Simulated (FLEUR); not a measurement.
Records of electronic-structure calculations.

```json
{"subject": "CrO2: which magnetic order is lowest", "lattice_ang": [[4.421, 0.0, 0.0], [0.0, 4.421, 0.0], [0.0, 0.0, 2.917]], "atoms": [["Cr", 0.0, 0.0, 0.0], ["Cr", 0.5, 0.5, 0.5], ["O", 0.301, 0.301, 0.0], ["O", 0.199, 0.801, 0.5], ["O", 0.699, 0.699, 0.0], ["O", 0.801, 0.199, 0.5]], "method": "LDA (VWN) with U = 3.5 eV on Cr d; all-electron FLAPW, Dirac cores, scalar-relativistic bands (and 1 further level or step)", "program": "FLEUR MaX-R8.1", "settings_of_one_run": "kmax 4.4 1/bohr, gmax 13.2 1/bohr, muffin tin radii Cr: 2.22, O: 1.25 bohr, lmax Cr: [8, 6], O: [6, 4], hist occupations, smearing width 0.05 eV, mixer Anderson, mixing 0.05, max iterations 130, stop 0.0001 me/bohr³, collinear spin, 8×8×8 k-mesh, double counting FLL, mesh matched on, starting moments 3 3 0 0 0 0 μB", "cost": "3 runs, 15 min in all on 4 MPI ranks of AMD EPYC 7R32 (Zen 2), shared host (the runs of this entry)", "notes": "The run is spin-polarised, with a total moment of 4.00 μB a cell. This is the lowest of 2 finished starts, no proof of the ground state.", "results": {"lowest_state_found": "ferromagnetic (initial ferro ++)", "largest_site_spin_moment": "2.23 μB", "next_finished_state": "antiferromagnetic, 188 meV a seeded atom higher", "orbital_moment_on_the_atom_of_largest_spin_along_its_spin_spin_orbit_run": "-0.0501 μB"}}
```

[Logs and program files are shortened in this print: banners, set-up blocks, solver, clock and traceback lines can be left out without a mark of their own.]

[Logs are printed without paths, hosts, clocks, repeated set-up lines and the standing remarks that a program may print on its own settings, such as how far it seeks lower states.]

[Hosts, paths, dates, database ids (printed as entryN), source tags and the programs' standing remarks are cut or masked in the printed files.]

[Where a cell is said to come from a database of computed structures, the database is the Materials Project.]
